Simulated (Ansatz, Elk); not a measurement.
**How far do independent atoms describe CaV2In2?**

The structure of CaV2In2 used here is made up (a known structure type with other elements) and was relaxed beforehand with PBEsol. The aim is the Fourier transform of its all-electron density, F(hkl), set beside the sum over free spherical atoms that refinements use.

Method: DFT, PBE, all-electron APW+lo, Dirac cores, scalar-relativistic bands, static density, no spin, in Elk 11.2.3 (patched build).

The structure was built from a prototype and need not be the compound's stable phase.

## 1. Starting point

Symmetry: I4/mmm, No. 139, tetragonal system. Conventional cell: a = 4.410 Å, b = 4.410 Å, c = 10.944 Å, α = 90.00°, β = 90.00°, γ = 90.00°. In has 4 V at 2.89 Å and 4 In at 3.12 Å and 4 Ca at 3.51 Å nearest. Nearest to V lie 1 V at 1.73 Å and 4 In at 2.89 Å and 4 Ca at 3.24 Å. Nearest to Ca lie 8 V at 3.24 Å and 8 In at 3.51 Å. Farther neighbours are not listed.

As a file:

```cif
data_structure
_symmetry_space_group_name_H-M 'P 1'
_symmetry_Int_Tables_number 1
_cell_length_a 6.2984
_cell_length_b 6.2984
_cell_length_c 6.2984
_cell_angle_alpha 139.011
_cell_angle_beta 139.011
_cell_angle_gamma 59.358
_cell_volume 106.44
loop_
_atom_site_label
_atom_site_type_symbol
_atom_site_fract_x
_atom_site_fract_y
_atom_site_fract_z
_atom_site_occupancy
In1 In 0.25000 0.75000 0.50000 1
In2 In 0.75000 0.25000 0.50000 1
V3 V 0.57921 0.57921 0.00000 1
V4 V 0.42079 0.42079 0.00000 1
Ca5 Ca 0.00000 0.00000 0.00000 1
```

## 2. Ground state and structure factors

An all-electron density is needed, since X-rays see the cores too. Task 0 finds the density and task 195 Fourier-transforms it; tshift is off so that phases refer to the origin typed.

elk.in

```
tasks
  0
  195

xctype
  20

spinpol
  .false.

rgkmax
  7.0

gmaxvr
  14.0

lmaxo
  7

lmaxapw
  8

swidth
  0.002

tshift
  .false.

ramdisk
  .false.

hmaxvr
  5.5

maxscl
  120

epspot
  1e-06

sppath
  './'

avec
  -4.16719344772 4.16719344772 10.34081814393
  4.16719344772 -4.16719344772 10.34081814393
  4.16719344772 4.16719344772 -10.34081814393

atoms
  3
  'In.in'
  2
  0.2500000000 0.7500000000 0.5000000000   0.000000 0.000000 0.000000
  0.7500000000 0.2500000000 0.5000000000   0.000000 0.000000 0.000000
  'V.in'
  2
  0.5792118440 0.5792118440 0.0000000000   0.000000 0.000000 0.000000
  0.4207881560 0.4207881560 -0.0000000000   0.000000 0.000000 0.000000
  'Ca.in'
  1
  0.0000000000 0.0000000000 0.0000000000   0.000000 0.000000 0.000000

ngridk
  7 7 7
```

Launch:

```
> OMP_NUM_THREADS=4 elk
```

Numbers of over 12 decimals in the logs are rounded to 6 here.

What it wrote:

```text
┌─────────────────────────┐
│ Elk code version 11.2.3 │
└─────────────────────────┘

All units are atomic (Hartree, Bohr, etc.)

┌─────────────────────────────────────────────────┐
│ Ground-state run starting from atomic densities │
└─────────────────────────────────────────────────┘

Lattice vectors :
  -4.167193448       4.167193448       10.34081814
   4.167193448      -4.167193448       10.34081814
   4.167193448       4.167193448      -10.34081814

Reciprocal lattice vectors :
 -0.2369411527E-16  0.7538869249      0.3038050384
  0.7538869249     -0.2369411527E-16  0.3038050384
  0.7538869249      0.7538869249     -0.9779421794E-17

Unit cell volume      :    718.2939608
Brillouin zone volume :   0.3453324502

Muffin-tin inner radius fraction :   0.1000000000E-01

Nuclei treated as point charges

Species : 1 (In)
 parameters loaded from : In.in
 name : indium
 nuclear charge    :   -49.00000000
 electronic charge :    49.00000000
 atomic mass :    209300.4102
 muffin-tin radius :    2.600000000
 number of radial points in muffin-tin :   1193
 inner part over the whole radius :   0.9943151076E-02
 number on inner part of muffin-tin    :    850
 approximate nuclear radius :   0.8768807633E-04
 number of mesh points to nuclear radius :    427
 atomic positions (lattice), magnetic fields (Cartesian) :
  1 :   0.25000000 -0.25000000  0.50000000    0.00000000  0.00000000  0.00000000
  2 :  -0.25000000  0.25000000  0.50000000    0.00000000  0.00000000  0.00000000

Species : 2 (V)
 parameters loaded from : V.in
 name : vanadium
 nuclear charge    :   -23.00000000
 electronic charge :    23.00000000
 atomic mass :    92860.67382
 muffin-tin radius :    1.613230547
 number of radial points in muffin-tin :    993
 inner part over the whole radius :   0.9874657975E-02
 number on inner part of muffin-tin    :    691
 approximate nuclear radius :   0.6897515165E-04
 number of mesh points to nuclear radius :    335
 atomic positions (lattice), magnetic fields (Cartesian) :
  1 :  -0.42078816 -0.42078816  0.00000000    0.00000000  0.00000000  0.00000000
  2 :   0.42078816  0.42078816  0.00000000    0.00000000  0.00000000  0.00000000

Species : 3 (Ca)
 parameters loaded from : Ca.in
 name : calcium
 nuclear charge    :   -20.00000000
 electronic charge :    20.00000000
 atomic mass :    73057.72475
 muffin-tin radius :    2.400000000
 number of radial points in muffin-tin :    993
 inner part over the whole radius :   0.9970789793E-02
 number on inner part of muffin-tin    :    698
 approximate nuclear radius :   0.6614485811E-04
 number of mesh points to nuclear radius :    321
 atomic positions (lattice), magnetic fields (Cartesian) :
  1 :   0.00000000  0.00000000  0.00000000    0.00000000  0.00000000  0.00000000

Total number of atoms per unit cell :    5
Total muffin-tin volume :    240.3230679
 ratio of muffin-tin to unit cell volume :   0.3345748134

Spin treatment :
 spin-unpolarised

Number of Bravais lattice symmetries :   16
Number of crystal symmetries         :   16
Crystal has inversion symmetry
Real symmetric eigensolver will be used

k-point grid :      7     7     7
k-point offset :    0.000000000       0.000000000       0.000000000
k-point set is reduced with full crystal symmetry group
Total number of k-points :       40

Muffin-tin radius times maximum |G+k| :    7.000000000
 using average radius
Maximum |G+k| for APW functions       :    3.232820004
Maximum (1/2)|G+k|²                   :    5.225562589
Maximum |G| for potential and density :    14.00000000
Constant for pseudocharge density :    9
 order of it for each species :   16  16  16
 order of it for pair densities of each species (exact exchange by exxq0 0: 17) :   14   4  12
Radial integration step length :    1

G-vector grid sizes :     54    54    54
Number of G-vectors :    33375

Maximum angular momentum used for
 APW functions            :    8
 outer part of muffin-tin :    7
 inner part of muffin-tin :    2

Total nuclear charge    :   -164.0000000
[...]
correlation                 :     -8.154551
 electron entropic           :    -0.10917624790790E-02
 total energy                :     -14347.365066946

Density of states at Fermi energy :    84.50004641
 (states/Hartree/unit cell)

Estimated indirect band gap :   0.6782253542E-03
 from k-point 16 to k-point 22
Estimated direct band gap   :   0.2967112020E-02
 at k-point 16

Charges :
 core                        :    90.00000000
 valence                     :    74.00000000
 interstitial                :    11.36458874
 muffin-tins (core leakage)
  species : 1 (In)
   atom 1                    :    47.06293429     (  0.1360224094E-03)
[...]
species : 2 (V)
[...]
species : 3 (Ca)
[...]
total in muffin-tins        :    152.6354113
 total calculated charge     :    163.9997468
 total charge                :    164.0000000
 error                       :   0.2531597394E-03

RMS change in Kohn-Sham potential (target) :   0.3841459825     (  0.1000000000E-05)
Absolute change in total energy (target)   :   0.6190197884E-01 (  0.1000000000E-03)

[... loops 3 to 16 left out ...]

┌──────────────────┐
│ Loop number : 17 │
└──────────────────┘

Energies :
 Fermi                       :     0.267402
 sum of occupied eigenvalues :     -8581.6454876814
 electron kinetic            :      14966.129194186
 core electron kinetic       :      14333.709927276
 Coulomb                     :     -28864.027385581
 Coulomb potential           :     -22965.229785617
 nuclear-nuclear             :     -1545.7635369033
 electron-nuclear            :     -31705.556278641
 Hartree                     :      4387.2924299637
 Madelung                    :     -17381.412492772
 xc potential                :     -582.54489625030
 exchange                    :     -439.09708504861
 correlation                 :     -8.156157
 electron entropic           :    -0.10683844847196E-02
 total energy                :     -14345.152502090

Density of states at Fermi energy :    78.56657315
 (states/Hartree/unit cell)

Estimated indirect band gap :   0.3752207698E-02
 from k-point 18 to k-point 26
Estimated direct band gap   :   0.6638226696E-02
 at k-point 27

Charges :
 core                        :    90.00000000
 valence                     :    74.00000000
 interstitial                :    11.55557746
 muffin-tins (core leakage)
  species : 1 (In)
[...]
species : 2 (V)
[...]
species : 3 (Ca)
[...]
total in muffin-tins        :    152.4444225
 total calculated charge     :    163.9997053
 total charge                :    164.0000000
 error                       :   0.2946543686E-03

RMS change in Kohn-Sham potential (target) :   0.1978266454E-06 (  0.1000000000E-05)
Absolute change in total energy (target)   :   0.6078280239E-04 (  0.1000000000E-03)

Convergence targets achieved

┌──────────────────┐
│ Loop number : 18 │
└──────────────────┘

Energies :
 Fermi                       :     0.267402
 sum of occupied eigenvalues :     -8581.6454832037
 electron kinetic            :      14966.129195507
 core electron kinetic       :      14333.709926338
 Coulomb                     :     -28864.027384081
 Coulomb potential           :     -22965.229783413
 nuclear-nuclear             :     -1545.7635369033
 electron-nuclear            :     -31705.556277289
 Hartree                     :      4387.2924301115
 Madelung                    :     -17381.412492375
 xc potential                :     -582.54489529813
 exchange                    :     -439.09708476209
 correlation                 :     -8.156157
 electron entropic           :    -0.10683842987932E-02
 total energy                :     -14345.152498980

Density of states at Fermi energy :    78.56655683
 (states/Hartree/unit cell)

Estimated indirect band gap :   0.3752237603E-02
 from k-point 18 to k-point 26
Estimated direct band gap   :   0.6638207367E-02
 at k-point 27

Charges :
 core                        :    90.00000000
 valence                     :    74.00000000
 interstitial                :    11.55557752
 muffin-tins (core leakage)
  species : 1 (In)
[...]
species : 2 (V)
   atom 1                    :    19.66765255     (  0.1241245540E-05)
   atom 2                    :    19.66765255     (  0.1241245540E-05)
  species : 3 (Ca)
   atom 1                    :    18.17224730     ( -0.1988057896E-06)
 total in muffin-tins        :    152.4444225
 total calculated charge     :    163.9997053
 total charge                :    164.0000000
 error                       :   0.2946544116E-03

┌──────────────────────────────┐
│ Self-consistent loop stopped │
└──────────────────────────────┘

Warning : core states of species 1 leak from the muffin-tin :   0.1292240229E-03

Wrote STATE.OUT
```

Run time: 48 s. Hardware: 4 threads of Intel Xeon Platinum 8488C (Sapphire Rapids), shared host; peak memory 0.25 GiB.

SFACRHO.OUT:

```text

h k l indices transformed by vhmat matrix:
   1.000000000       0.000000000       0.000000000    
   0.000000000       1.000000000       0.000000000    
   0.000000000       0.000000000       1.000000000    

      h      k      l  multipl.   |H|            Re(F)            Im(F)           |F|

      0      0      0      1   0.0000000       164.00000      0.53725434E-15   164.00000    
     -1     -1      1      2  0.60761008      -51.258083      0.37524065E-13   51.258083    
      0     -1      0      8  0.81279948      -18.312243      0.64023898E-14   18.312243    
      1     -1      0      4   1.0661571      -31.645239      0.30442389E-15   31.645239    
      2      1     -2      8   1.1828030       12.067633      0.25968611E-14   12.067633    
      2      2     -2      2   1.2152202       81.908000      0.79790095E-13   81.908000    
     -1     -1      0      8   1.2271434       114.85148     -0.23400512E-14   114.85148    
      1     -1     -1      4   1.5077738       121.82551      0.41026771E-13   121.82551    
     -1     -3      2      8   1.6166172      -73.382409      0.32489392E-13   73.382409    
      2      0     -2      8   1.6255990      -43.816334     -0.92098351E-13   43.816334    
      2      3     -2      8   1.6958134       36.626669      0.41099614E-13   36.626669    
      1     -2      0     16   1.7128996      -13.992976      0.50658941E-14   13.992976    
      3      3     -3      2   1.8228302      -86.588068     -0.76303363E-13   86.588068    
      1      2     -3     16   1.9163520       9.7750947     -0.24579559E-14   9.7750947    
     -1     -3      1      8   1.9365283       69.315659      0.37505404E-13   69.315659    
      2      4     -3      8   2.1117294       51.244263      0.66376932E-13   51.244263    
     -2      2      0      4   2.1323142       104.25980     -0.43752844E-15   104.25980    
      1     -3      1      8   2.2171951      -39.383020     -0.39902407E-13   39.383020
```

Elk indexes on the primitive cell of elk.in and gives |H| = 4π sin θ/λ in inverse bohr. Below, one row stands for each form hkl of the conventional cell (m members, Friedel mates merged), F is for one primitive cell and the density is static (no thermal factor). Free-atom factors are Waasmaier and Kirfel's, and R is Σm||F|−|F'||/Σm|F|.

```tsv
hkl	m	sin θ/λ (Å⁻¹)	abs F, DFT	neutral atoms	diff.
002	2	0.091	51.258	51.755	-0.497
101	8	0.122	18.312	17.946	+0.366
110	4	0.160	31.645	31.942	-0.297
103	8	0.178	12.068	12.168	-0.101
004	2	0.183	81.908	81.774	+0.134
112	8	0.184	114.852	114.884	-0.032
200	4	0.227	121.826	122.098	-0.272
114	8	0.243	73.382	73.955	-0.573
202	8	0.244	43.816	44.048	-0.232
105	8	0.255	36.627	37.156	-0.529
211	16	0.258	13.993	14.013	-0.020
006	2	0.274	86.588	87.689	-1.101
213	16	0.288	9.775	9.765	+0.010
204	8	0.291	69.316	69.324	-0.008
116	8	0.318	51.244	50.831	+0.413
220	4	0.321	104.260	104.135	+0.125
222	8	0.333	39.383	39.474	-0.091
107	8	0.339	34.692	35.263	-0.571
215	16	0.341	31.248	31.308	-0.060
301	8	0.343	11.810	11.899	-0.089
206	8	0.356	76.628	76.888	-0.261
310	8	0.358	26.855	26.862	-0.007
```

## 3. The highest occupied states alone

An energy window below the Fermi level keeps the highest occupied states, to see at which angles they scatter; shallow core shells can lie inside it and anion s states outside. No new self-consistency is needed.

elk.in: that of step 2 with these lines changed.

```diff
@@ -1,3 +1,2 @@
 tasks
-  0
   195
@@ -40,2 +39,5 @@
 
+wsfac
+  -0.283840 0.567400
+
 sppath
```

Launch:

```
> OMP_NUM_THREADS=4 elk
```

What it wrote:

```text
┌─────────────────────────────────┐
│ Elk code version 11.2.3 started │
└─────────────────────────────────┘

Info(readinput): the functional depends on the density's gradient
 muffin-tin radial points multiplied by    2.00000
 (not where nrmtscf is given)

┌────────────────────┐
│ Current task : 195 │
└────────────────────┘
Info(checkmt): changed muffin-tin radius of species 2 (V) from   2.4000 to   1.6132

Info(sfacrho): density structure factors written to SFACRHO.OUT

 Energy window :  -0.2838400000      0.5674000000

┌──────────────────┐
│ Elk code stopped │
└──────────────────┘
```

Run time: 9.8 s. Hardware: 4 threads; peak memory 0.17 GiB; 13 s of CPU time.

States within 15 eV below the Fermi level hold 38.00 electrons; any levels below the window count with the cores. Their amplitudes can exceed the total, where window and core parts have opposite phase:

```tsv
hkl	sin θ/λ (Å⁻¹)	abs F, window	abs F, all
002	0.091	16.513	51.258
101	0.122	4.948	18.312
110	0.160	11.073	31.645
103	0.178	0.292	12.068
004	0.183	12.323	81.908
112	0.184	15.504	114.852
200	0.227	13.319	121.826
114	0.243	10.401	73.382
202	0.244	8.229	43.816
105	0.255	1.459	36.627
```

## 4. Another functional

The difference from free atoms is small, so it is set against the change that LDA (Perdew-Wang) makes.

elk.in: that of step 3 with these lines changed.

```diff
@@ -1,2 +1,3 @@
 tasks
+  0
   195
@@ -4,3 +5,3 @@
 xctype
-  20
+  3
 
@@ -39,5 +40,2 @@
 
-wsfac
-  -0.283840 0.567400
-
 sppath
```

Launch:

```
> OMP_NUM_THREADS=4 elk
```

What it wrote:

```text
┌─────────────────────────┐
│ Elk code version 11.2.3 │
└─────────────────────────┘

All units are atomic (Hartree, Bohr, etc.)

┌─────────────────────────────────────────────────┐
│ Ground-state run starting from atomic densities │
└─────────────────────────────────────────────────┘

Lattice vectors :
  -4.167193448       4.167193448       10.34081814
   4.167193448      -4.167193448       10.34081814
   4.167193448       4.167193448      -10.34081814

Reciprocal lattice vectors :
 -0.2369411527E-16  0.7538869249      0.3038050384
[...]
species : 1 (In)
[...]
species : 2 (V)
[...]
atom 2                    :    19.65784927     ( -0.1739941434E-05)
  species : 3 (Ca)
   atom 1                    :    18.17909815     ( -0.3473981279E-05)
 total in muffin-tins        :    152.4809547
 total calculated charge     :    163.9997033
 total charge                :    164.0000000
 error                       :   0.2966901078E-03

┌──────────────────────────────┐
│ Self-consistent loop stopped │
└──────────────────────────────┘

Warning : core states of species 1 leak from the muffin-tin :   0.1272458954E-03

Wrote STATE.OUT
[key lines of the parts left out:]
total energy                :     -14329.397985256
```

Elapsed: 28 s, on 4 threads; peak memory 0.2 GiB; 84 s of CPU time.

Against the first run R = 0.04 %; the largest change is -0.073 at 220.

## 5. Basis size

A smaller basis shows how fast F responds to it; the change is likely larger than the basis error of the first run, but doesn't show convergence.

elk.in: that of step 4 with these lines changed.

```diff
@@ -5,3 +5,3 @@
 xctype
-  3
+  20
 
@@ -11,3 +11,3 @@
 rgkmax
-  7.0
+  5.5
```

Launch:

```
> OMP_NUM_THREADS=4 elk
```

What it wrote:

```text
┌─────────────────────────┐
│ Elk code version 11.2.3 │
└─────────────────────────┘

All units are atomic (Hartree, Bohr, etc.)

┌─────────────────────────────────────────────────┐
│ Ground-state run starting from atomic densities │
└─────────────────────────────────────────────────┘

Lattice vectors :
  -4.167193448       4.167193448       10.34081814
   4.167193448      -4.167193448       10.34081814
   4.167193448       4.167193448      -10.34081814

Reciprocal lattice vectors :
 -0.2369411527E-16  0.7538869249      0.3038050384
[...]
species : 1 (In)
[...]
species : 2 (V)
[...]
atom 2                    :    19.36178182     (  0.1245059158E-05)
  species : 3 (Ca)
   atom 1                    :    18.17781334     ( -0.1988076210E-06)
 total in muffin-tins        :    151.8091624
 total calculated charge     :    163.9994755
 total charge                :    164.0000000
 error                       :   0.5244851463E-03

┌──────────────────────────────┐
│ Self-consistent loop stopped │
└──────────────────────────────┘

Warning : core states of species 1 leak from the muffin-tin :   0.1294381722E-03

Wrote STATE.OUT
[key lines of the parts left out:]
total energy                :     -14343.977117019
```

Wall time 38 s (4 threads); peak memory 0.24 GiB.

Against the first run R = 0.24 %; the largest change is -0.472 at 200.

## 6. Settings against the effect

```tsv
run	R against the first run (%)	R against neutral atoms, low angle (%)	wall time
PBE, rgkmax 7	0.00	0.48	48 s
LDA (Perdew-Wang)	0.04	0.50	28 s
rgkmax 5.5	0.24	0.73	38 s
```

## 7. What came out

| Item | Value |
| --- | --- |
| R against neutral atoms, sin θ/λ < 0.3 Å⁻¹ | 0.48 % |
| R against neutral atoms, 0.3 to 0.77 Å⁻¹ | 0.29 % |

What this shows: Independent neutral atoms miss the calculated amplitudes by R = 0.48 % below 0.3 Å⁻¹ and 0.29 % from there to 0.77 Å⁻¹; by shells, 1.58 % below 0.15 Å⁻¹ (2 forms), 0.41 % 0.15 to 0.3 (12 forms), 0.36 % 0.3 to 0.45 (21 forms), 0.27 % above 0.45 (114 forms). Bonding, aspherical density and the tables' own atoms all enter these figures, and the runs don't part them. The largest change of an amplitude is -1.10 electrons, at 006. The window's part falls from 38.0 electrons at the origin to at most 2.34 between 0.45 and 0.77 Å⁻¹, where compact states inside the window still scatter. The window holds more than the 18 outer electrons of the free atoms, so shallow core shells lie inside it. Below 0.3 Å⁻¹ the changes that finished (LDA (Perdew-Wang) and rgkmax 5.5) move F by R = 0.51 % at most, against the 0.48 % that separates it from free atoms, so the difference from free atoms isn't resolved. A single amplitude moves by up to 0.47 electrons, against 1.10 for the largest difference from free atoms. The k-mesh has no finished test. These runs have no spin, though d or f shells may be open. Part of the difference isn't bonding: the tables are fits to free atoms and ions calculated by other methods than this functional. Thermal motion, anomalous dispersion and extinction are left out.

[Logs are printed without paths, hosts, clocks, repeated set-up lines and the standing remarks that a program may print on its own settings, such as how far it seeks lower states.]

[Hosts, paths, dates, database ids (printed as entryN), source tags and the programs' standing remarks are cut or masked in the printed files.]
